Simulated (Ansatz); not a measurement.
## The 3-layer 1T-HfS2 (AA) between two gates

Aim: screening and gap of the neutral 3-layer 1T-HfS2 (AA) between oppositely charged gates.

Method: plane-wave DFT, PBE-D3(BJ), Ansatz PAW, in Ansatz 0.2.0.

Report form: inputs, costs, results and the conclusion, without the logs.

### 1. The structure

The cell holds 9 atoms: 6 S and 3 Hf. Cell: a = 3.640 Å, b = 3.640 Å, c = 33.636 Å, α = 90.0°, β = 90.0°, γ = 120.0°. Regions: layer 1: 1T-HfS2, 3 atoms (2 S and 1 Hf); layer 2: 1T-HfS2, 3 atoms (2 S and 1 Hf); layer 3: 1T-HfS2, 3 atoms (2 S and 1 Hf). Vacuum lies along c.

### 2. Relaxing the slab

The starting cell is a guess, so the in-plane lattice and the atoms are relaxed first, with the slab cut off from its images along the normal. The program lengthens the vector along the normal by itself, so c and the volume that it reports differ from the typed ones.

The input, input.yaml:

```yaml
crystal:
  lattice:
    - [3.64, 0.0, 0.0]
    - [-1.82, 3.1523324698, 0.0]
    - [0.0, 0.0, 33.6364775722]
  atoms:
    - { symbol: S, position: [0.6666666667, 0.3333333333, 0.2675666612] }
    - { symbol: Hf, position: [0.0, 0.0, 0.3153148118] }
    - { symbol: S, position: [0.3333333333, 0.6666666667, 0.3630629624] }
    - { symbol: S, position: [0.6666666667, 0.3333333333, 0.4522518494] }
    - { symbol: Hf, position: [0.0, 0.0, 0.5] }
    - { symbol: S, position: [0.3333333333, 0.6666666667, 0.5477481506] }
    - { symbol: S, position: [0.6666666667, 0.3333333333, 0.6369370376] }
    - { symbol: Hf, position: [0.0, 0.0, 0.6846851882] }
    - { symbol: S, position: [0.3333333333, 0.6666666667, 0.7324333388] }
  periodic: [true, true, false]
kpoints:
  mp_grid: { grid: [12, 12, 1] }
hamiltonian:
  xc: pbe
  dispersion: d3bj
scf:
  occupations: { method: fermi_dirac, width: 0.05 }
  convergence: { dr2_threshold: 1.0e-09 }
relax:
  f_tol: 0.004
  max_steps: 90
  cell: {}
output:
  write_potential: true
  write_density: true
  volumetric_format: npy
```

Run with:

```
> ansatz run input.yaml --threads 4 --pin off --max-ram 6144MiB --backend cpu --events-out ev --progress --plain --runs-dir out
```

It took 2.3 min on 4 threads of Arm Neoverse V2, shared host; peak memory 1.7 GiB; 9 min of CPU time.

Relaxation path:

```csv
step,energy less that of the first step (eV),largest force component (eV/Å),volume (Å³)
1,0.0000,1.7523,631.93
2,-0.7800,0.6269,620.89
3,-0.8904,0.0768,622.91
4,-0.9186,0.0667,620.26
5,-0.9219,0.0226,621.18
6,-0.9229,0.0058,621.54
7,-0.9231,0.0014,621.49
8*,-0.9226,0.0013,621.49
```

Relaxation steps marked * repeat the geometry before them on a plane-wave basis chosen anew for their cell, so energy and pressure can jump there.

Forces are held to the 12 operations that the program found; a distortion that breaks them can't arise in this run.

```csv
cell as run,before,after,change
a (Å),3.640,3.610,-0.8 %
b (Å),3.640,3.610,-0.8 %
```

The atoms that moved most (Å, along periodic axes as changes of fractional coordinates times the final cell, across vacuum about the mean position):

```csv
atom,dx,dy,dz,length
S9,0.000,0.000,-0.581,0.581
S1,0.000,0.000,0.581,0.581
Hf2,0.000,0.000,0.434,0.434
Hf8,0.000,0.000,-0.434,0.434
S7,0.000,0.000,-0.284,0.284
S3,0.000,0.000,0.284,0.284
S4,0.000,0.000,0.151,0.151
S6,0.000,0.000,-0.151,0.151
```

The lattice constant a goes from 3.640 to 3.610 Å.

### 3. Gated layer, displacement field 0

The slab is cut off from its images along the normal. Two sheets of opposite charge stand for the gates, so the stack stays neutral in a displacement field; barriers ahead of the sheets keep electrons from leaking to them. The uncharged case sets the zero.

The cell differs from the one that the last finished run ended in (c 55.073 → 60.074 Å).

The input, input.yaml:

```yaml
crystal:
  lattice:
    - [3.609784964, 0.0, 0.0]
    - [-1.804892482, 3.1261654811, 0.0]
    - [0.0, 0.0, 60.0735898856]
  atoms:
    - { symbol: S, position: [0.6666666667, 0.3333333333, 0.3795345017] }
    - { symbol: Hf, position: [0.0, 0.0, 0.4038185655] }
    - { symbol: S, position: [0.3333333333, 0.6666666667, 0.4280480661] }
    - { symbol: S, position: [0.6666666667, 0.3333333333, 0.4757804978] }
    - { symbol: Hf, position: [0.0, 0.0, 0.5] }
    - { symbol: S, position: [0.3333333333, 0.6666666667, 0.5242195022] }
    - { symbol: S, position: [0.6666666667, 0.3333333333, 0.5719519339] }
    - { symbol: Hf, position: [0.0, 0.0, 0.5961814345] }
    - { symbol: S, position: [0.3333333333, 0.6666666667, 0.6204654983] }
  periodic: [true, true, false]
  symmetry: { detect: true }
kpoints:
  mp_grid: { grid: [24, 24, 1] }
  band_path:
    path: [[0, 0, 0], [0.5, 0, 0], [0.33333333, 0.33333333, 0], [0, 0, 0]]
    npoints: 16
hamiltonian:
  xc: pbe
  dispersion: d3bj
scf:
  occupations: { method: fermi_dirac, width: 0.02585 }
  convergence: { dr2_threshold: 1.0e-10 }
output:
  forces: true
  eigenvalues: true
  dos: { projected: true, e_range: [-3, 3], de: 0.01 }
  write_potential: true
  write_density: true
  volumetric_format: npy
  elf: true
external_charges:
  - { charge: 0, barrier: 10, axis: 3, height: 41.774, sigma: 0.25 }
  - { charge: 0, barrier: 10, axis: 3, height: 18.3, sigma: 0.25 }
```

It took 3.3 min on 4 threads; peak memory 2.9 GiB.

Numbers from this step:

```yaml
gap_on_the_k_mesh: 1.091 eV
gap_along_the_path: 1.091 eV
smallest_direct_gap_along_the_path: 1.914 eV
gap_the_smaller_of_path_and_mesh: 1.091 eV
potential_beyond_the_upper_barrier_and_gate_less_the_barrier_from_the_fermi_level: 5.769 eV
```

Running mean over a fixed 2.5 Å (it still follows the layers) of the planar mean; beyond a gate it holds the 10 eV model barrier. Electron's electrostatic potential energy less the Fermi level against z:

z (Å), electron's electrostatic potential energy less the Fermi level (eV) and a bar from the least value:
```
        6       15.8 ##############################
        8       15.8 ##############################
       10       15.8 ##############################
       12       15.8 ##############################
       14       15.8 ##############################
       16       15.8 ##############################
       18       11.8 #########################
       20        5.7 #################
       22        0.6 ###########
       24       -8.0 
       26       -2.1 #######
       28       -0.7 #########
       30       -7.8 
       32       -1.0 #########
       34       -1.7 ########
       36       -8.0 
       38        0.3 ##########
       40        5.7 #################
       42       11.4 #########################
       44       15.8 ##############################
       46       15.8 ##############################
       48       15.8 ##############################
       50       15.8 ##############################
       52       15.8 ##############################
       54       15.8 ##############################
       56       15.8 ##############################
```

The density of states has structure finer than the step of the table below, so its rows give means over 0.1 eV. Peaks (eV: height): -2.95: 27.9, -2.85: 22.4, -2.71: 17.5, -2.43: 9.35, -1.89: 11.7, -1.03: 8.21, 1.53: 8.99.

Table of density of states by energy, zero at the Fermi level of the run, which the smearing sets inside the gap; means over each step:

```
energy (eV)  density of states (states/eV a cell)
       -2.9                                  15.8
       -2.8                                  12.7
       -2.7                                  13.7
       -2.6                                  8.63
       -2.5                                  6.22
       -2.4                                  7.26
       -2.3                                  6.06
       -2.2                                  6.06
       -2.1                                  7.92
       -2.0                                  7.59
       -1.9                                 10.00
       -1.8                                  9.91
       -1.7                                  9.09
       -1.6                                  8.61
       -1.5                                  8.36
       -1.4                                  7.14
       -1.3                                  6.59
       -1.2                                  4.09
       -1.1                                  4.53
       -1.0                                  4.33
       -0.9                                  2.31
       -0.8                                  2.09
       -0.7                                  2.20
       -0.6                                  1.86
       -0.5                                0.0115
       -0.4                                     0
       -0.3                                     0
       -0.2                                     0
       -0.1                                     0
        0.0                                     0
        0.1                                     0
        0.2                                     0
        0.3                                     0
        0.4                                     0
        0.5                                9.1e-4
        0.6                                 0.966
        0.7                                  2.83
        0.8                                  3.23
        0.9                                  3.40
        1.0                                  3.57
        1.1                                  3.74
        1.2                                  3.99
        1.3                                  4.30
        1.4                                  4.80
        1.5                                  7.45
        1.6                                  6.64
        1.7                                  5.46
        1.8                                  4.76
        1.9                                  4.13
        2.0                                  4.66
        2.1                                  4.55
        2.2                                  3.97
        2.3                                  3.59
        2.4                                  3.89
        2.5                                  4.32
```

Projected DOS per atom over height of the atomic layer and energy from the Fermi level. Layers: S Hf S S Hf S S Hf S from below.

Ten even steps from '_' (0.00 states/eV) to '@' (1.98 states/eV), each cell a mean:
```
__==____==____==__
__++____++____++__
__++____++____++__
__%%____##____%%__
__##____##____##__
__==____==____==__
__==____==____==__
__::____::____::__
__________________
__________________
__________________
__________________
..__....__....__..
..__..::__::..__..
==__==::__::==__==
++__++++__++++__++
**..****..****..**
##..##**..**##..##
++..==++..++==..++
==..==++::++==..==
##--****--****--##
@@##@@##++##@@##@@
```
Columns: height of the atomic layer (Å) from 22.8 to 37.3 (not evenly spaced); rows upwards: energy from the Fermi level (eV) from -2.98 to 2.52.

Electronic bands along the path, in eV, zero at the Fermi level of the run, which the smearing sets inside the gap:

| point | band 54 | band 55 | band 56 | band 57 | band 58 | band 59 | band 60 | band 61 |
| --- | --- | --- | --- | --- | --- | --- | --- | --- |
| Γ | -0.58 | -0.58 | -0.54 | -0.54 | 1.46 | 1.46 | 1.49 | 1.49 |
| halfway | -1.41 | -1.40 | -1.16 | -0.89 | 1.03 | 1.05 | 1.08 | 2.74 |
| M | -1.77 | -1.63 | -1.54 | -1.48 | 0.55 | 0.63 | 0.66 | 3.61 |
| halfway | -2.37 | -2.15 | -1.96 | -1.77 | 1.37 | 1.49 | 1.59 | 3.33 |
| K | -2.42 | -2.36 | -2.36 | -2.20 | 2.17 | 2.26 | 2.33 | 2.87 |
| halfway | -2.16 | -1.30 | -1.19 | -1.12 | 1.70 | 1.79 | 1.88 | 1.97 |
| Γ | -0.58 | -0.58 | -0.54 | -0.54 | 1.46 | 1.46 | 1.49 | 1.49 |

Valence density in the ca plane at fractional y = 0.000, with atoms of Hf within 0.2 Å of it. It is the smooth field of the valence electrons, not physical close to the nuclei.

Ten steps, logarithmic in the rise over the least value, from '0' (0 e/Å³) to '9' (30 e/Å³), each cell a mean:
```
00000000000000000000014798620000000001479862
00000000000000000000012465310000000001246531
00000000000000000000111121111100000011112111
00000000000000000001111101111110000111110111
00000000000000000001111101111110000111110111
00000000000000000001111111111100000111111111
00000000000000000000111233211000000011123321
00000000000000000000013677510000000001367741
00000000000000000000014899620000000001489962
```
Columns run along c (16.0 Å, from fractional 0.26 to 0.52 of the cell), rows up along a (3.6 Å). Atoms in or near the plane, at fractional coordinates: Hf at (0.40, 0.00), Hf at (0.50, 0.00).

ELF in the ca plane at fractional y = 0.000, with atoms of Hf within 0.2 Å of it. It is the smooth field of the valence electrons, not physical close to the nuclei.

Ten even steps from '0' (0.00) to '9' (0.83), each cell a mean:
```
00000000000000000000105999820100000011599972
00000000000000000023322577413320001332267742
00000000000000001357873211257752014786321125
00000000000000013579997422589973016899732268
00000000000000013689998523689984016999842368
00000000000000002478986211478873015888521147
00000000000000000235642344235641003564234323
00000000000000000011213899611210000121389961
00000000000000000000005999820000000001699982
```
Columns run along c (16.0 Å, from fractional 0.26 to 0.52 of the cell), rows up along a (3.6 Å). Atoms in or near the plane, at fractional coordinates: Hf at (0.40, 0.00), Hf at (0.50, 0.00).

Electrostatic potential energy in the ca plane at fractional y = 0.000, with atoms of Hf within 0.2 Å of it. With pseudopotentials it is smooth inside the atoms' cores, unlike the true potential.

Ten even steps from '0' (-45 eV) to '9' (10 eV), each cell a mean:
```
99999999888888888887762000046778887775200014
99999999888888888887765211357778887776421136
99999999888888888877776555667777887777655566
99999999888888888877767767776777877766776777
99999999888888888877667777776677877766777777
99999999888888888877776666677777887777666667
99999999888888888877776433567778887776543356
99999999888888888887763000156778887776300025
99999999888888888887752000046778887775100004
```
Columns run along c (16.0 Å, from fractional 0.26 to 0.52 of the cell; values clipped at the 3rd and 97th percentile), rows up along a (3.6 Å). Atoms in or near the plane, at fractional coordinates: Hf at (0.40, 0.00), Hf at (0.50, 0.00).

The gap, the smaller of path and mesh, is 1.091 eV.

### 4. Gated layer, displacement field 1.81 V/nm

input.yaml: that of step 3 with these lines changed.

```diff
@@ -31,3 +31,2 @@
   eigenvalues: true
-  dos: { projected: true, e_range: [-3, 3], de: 0.01 }
   write_potential: true
@@ -35,5 +34,6 @@
   volumetric_format: npy
-  elf: true
 external_charges:
   - { charge: 0, barrier: 10, axis: 3, height: 41.774, sigma: 0.25 }
+  - { charge: -0.011285, axis: 3, height: 43.274, sigma: 0.5 }
   - { charge: 0, barrier: 10, axis: 3, height: 18.3, sigma: 0.25 }
+  - { charge: 0.011285, axis: 3, height: 16.8, sigma: 0.5 }
```

Elapsed: 3.6 min, on 4 threads; peak memory 2.5 GiB.

Read from the output:

| Item | Value |
| --- | --- |
| gap along the path | 0.8160 eV |
| smallest direct gap along the path | 1.694 eV |
| gap, the smaller of path and mesh | 0.8160 eV |
| potential beyond the upper barrier and gate, less the barrier, from the Fermi level | 6.873 eV |

The electronic bands at the labelled points (eV, zero at the Fermi level of the run, which the smearing sets inside the gap):

```
  point  band 54  band 55  band 56  band 57  band 58  band 59  band 60  band 61
      Γ    -0.62    -0.62    -0.39    -0.39     1.30     1.30     1.47     1.47
halfway    -1.46    -1.28    -1.16    -0.84     0.87     1.05     1.24     2.59
      M    -1.86    -1.66    -1.45    -1.42     0.42     0.60     0.81     3.43
halfway    -2.28    -2.22    -1.96    -1.70     1.27     1.47     1.69     3.18
      K    -2.43    -2.29    -2.23    -2.13     2.06     2.24     2.46     2.78
halfway    -1.99    -1.41    -1.21    -1.00     1.59     1.76     1.86     2.01
      Γ    -0.62    -0.62    -0.39    -0.39     1.30     1.30     1.47     1.47
```

Force by atom:

```
atom  x (eV/Å)  y (eV/Å)  z (eV/Å)    size
  S1    0.0000    0.0000   -0.0371  0.0371
 Hf2    0.0000    0.0000    0.0684  0.0684
  S3    0.0000    0.0000   -0.0319  0.0319
  S4    0.0000    0.0000   -0.0311  0.0311
 Hf5    0.0000    0.0000    0.0627  0.0627
  S6    0.0000    0.0000   -0.0315  0.0315
  S7    0.0000    0.0000   -0.0322  0.0322
 Hf8    0.0000    0.0000    0.0687  0.0687
  S9    0.0000    0.0000   -0.0358  0.0358
```

The gap, the smaller of path and mesh, is 0.816 eV.

### 5. Gated layer, displacement field -1.81 V/nm

input.yaml: that of step 4 with these lines changed.

```diff
@@ -36,4 +36,4 @@
   - { charge: 0, barrier: 10, axis: 3, height: 41.774, sigma: 0.25 }
-  - { charge: -0.011285, axis: 3, height: 43.274, sigma: 0.5 }
+  - { charge: 0.011285, axis: 3, height: 43.274, sigma: 0.5 }
   - { charge: 0, barrier: 10, axis: 3, height: 18.3, sigma: 0.25 }
-  - { charge: 0.011285, axis: 3, height: 16.8, sigma: 0.5 }
+  - { charge: -0.011285, axis: 3, height: 16.8, sigma: 0.5 }
```

The job ended after 3.6 min (4 threads; peak memory 2.5 GiB; 14 min of CPU time).

The gap, the smaller of path and mesh, is 0.816 eV.

### 6. Gated layer, displacement field 3.62 V/nm

input.yaml: that of step 5 with these lines changed.

```diff
@@ -36,4 +36,4 @@
   - { charge: 0, barrier: 10, axis: 3, height: 41.774, sigma: 0.25 }
-  - { charge: 0.011285, axis: 3, height: 43.274, sigma: 0.5 }
+  - { charge: -0.02257, axis: 3, height: 43.274, sigma: 0.5 }
   - { charge: 0, barrier: 10, axis: 3, height: 18.3, sigma: 0.25 }
-  - { charge: -0.011285, axis: 3, height: 16.8, sigma: 0.5 }
+  - { charge: 0.02257, axis: 3, height: 16.8, sigma: 0.5 }
```

Run time: 3.5 min. Hardware: 4 threads; peak memory 2.5 GiB.

The electronic bands at the labelled points (eV, zero at the Fermi level of the run, which the smearing sets inside the gap):

```csv
point,band 54,band 55,band 56,band 57,band 58,band 59,band 60,band 61
Γ,-0.62,-0.61,-0.22,-0.22,1.12,1.12,1.47,1.47
halfway,-1.52,-1.16,-1.11,-0.71,0.69,1.05,1.42,2.41
M,-1.90,-1.67,-1.35,-1.25,0.24,0.60,0.98,3.25
halfway,-2.35,-2.13,-1.95,-1.56,1.10,1.47,1.86,2.99
K,-2.44,-2.16,-2.05,-1.99,1.88,2.24,2.62,2.63
halfway,-1.81,-1.58,-1.22,-0.83,1.42,1.66,1.81,2.07
Γ,-0.62,-0.61,-0.22,-0.22,1.12,1.12,1.47,1.47
```

The gap, the smaller of path and mesh, is 0.459 eV.

### 7. Gated layer, displacement field -3.62 V/nm

input.yaml: that of step 6 with these lines changed.

```diff
@@ -31,2 +31,3 @@
   eigenvalues: true
+  dos: { projected: true, e_range: [-3, 3], de: 0.01 }
   write_potential: true
@@ -34,6 +35,7 @@
   volumetric_format: npy
+  elf: true
 external_charges:
   - { charge: 0, barrier: 10, axis: 3, height: 41.774, sigma: 0.25 }
-  - { charge: -0.02257, axis: 3, height: 43.274, sigma: 0.5 }
+  - { charge: 0.02257, axis: 3, height: 43.274, sigma: 0.5 }
   - { charge: 0, barrier: 10, axis: 3, height: 18.3, sigma: 0.25 }
-  - { charge: 0.02257, axis: 3, height: 16.8, sigma: 0.5 }
+  - { charge: -0.02257, axis: 3, height: 16.8, sigma: 0.5 }
```

The job ended after 3.6 min (4 threads; peak memory 2.8 GiB).

The density of states has structure finer than the step of the table below, so its rows give means over 0.2 eV. Peaks (eV: height): -2.92: 21.6, -2.79: 12.4, -2.65: 23.8, -2.55: 14.5, -2.38: 18.2, -2.16: 12.5, -1.89: 11.2.

The density of states by energy, zero at the Fermi level of the run, which the smearing sets inside the gap; means over each step:

| energy (eV) | density of states (states/eV a cell) |
| --- | --- |
| -2.8 | 8.40 |
| -2.6 | 12.6 |
| -2.4 | 10.0 |
| -2.2 | 7.88 |
| -2.0 | 7.90 |
| -1.8 | 8.02 |
| -1.6 | 7.40 |
| -1.4 | 6.98 |
| -1.2 | 5.28 |
| -1.0 | 4.01 |
| -0.8 | 2.07 |
| -0.6 | 2.29 |
| -0.4 | 0.519 |
| -0.2 | 0.0986 |
| 0.0 | 0 |
| 0.2 | 0.197 |
| 0.4 | 1.09 |
| 0.6 | 1.61 |
| 0.8 | 2.38 |
| 1.0 | 3.25 |
| 1.2 | 4.78 |
| 1.4 | 4.79 |
| 1.6 | 5.11 |
| 1.8 | 4.68 |
| 2.0 | 4.72 |

The gap, the smaller of path and mesh, is 0.459 eV.

### 8. Gated layer, displacement field 5.43 V/nm

input.yaml: that of step 7 with these lines changed.

```diff
@@ -38,4 +38,4 @@
   - { charge: 0, barrier: 10, axis: 3, height: 41.774, sigma: 0.25 }
-  - { charge: 0.02257, axis: 3, height: 43.274, sigma: 0.5 }
+  - { charge: -0.033854, axis: 3, height: 43.274, sigma: 0.5 }
   - { charge: 0, barrier: 10, axis: 3, height: 18.3, sigma: 0.25 }
-  - { charge: -0.02257, axis: 3, height: 16.8, sigma: 0.5 }
+  - { charge: 0.033854, axis: 3, height: 16.8, sigma: 0.5 }
```

Wall time 4 min (4 threads); peak memory 2.8 GiB; 16 min of CPU time.

Running mean over a fixed 2.5 Å (it still follows the layers) of the planar mean; beyond a gate it holds the 10 eV model barrier. Electron's electrostatic potential energy less the Fermi level against z:

```csv
z (Å),electron's electrostatic potential energy less the Fermi level (eV)
5,12.5
6,12.5
7,12.5
8,12.5
9,12.5
10,12.5
11,12.5
12,12.5
13,12.5
14,12.5
15,12.5
16,12.5
17,12.1
18,9.19
19,5.94
20,4.19
21,3.76
22,-0.118
23,-5.43
24,-8.49
25,-7.83
26,-2.53
27,0.928
28,-0.817
29,-6.12
30,-7.78
31,-6.41
32,-0.892
33,1.52
34,-1.29
35,-6.62
36,-7.45
37,-4.69
38,0.992
39,5.68
40,7.26
41,9.90
42,14.0
43,18.0
44,19.0
45,19.1
46,19.1
47,19.1
48,19.1
49,19.1
50,19.1
51,19.1
52,19.1
53,19.1
54,19.1
55,19.1
56,19.1
```

The gap, the smaller of path and mesh, is 0.137 eV.

[end of part 1 of 2]

[Long decimals in the printed logs are rounded to 6 places.]

[Logs are printed without paths, hosts, clocks, repeated set-up lines and the standing remarks that a program may print on its own settings, such as how far it seeks lower states.]

[Hosts, paths, dates, database ids (printed as entryN), source tags and the programs' standing remarks are cut or masked in the printed files.]

[Maps of the electrostatic potential energy from Ansatz leave out the sawtooth potential of an applied field or a dipole correction, so their vacuum need not be flat; planar profiles and work functions include it.]

[The density of states shown here was stored with 400 of the rows of the run's finer table, so its peaks can read low, often by over a quarter, or be missed, and its means over a window can be off by a tenth or more.]
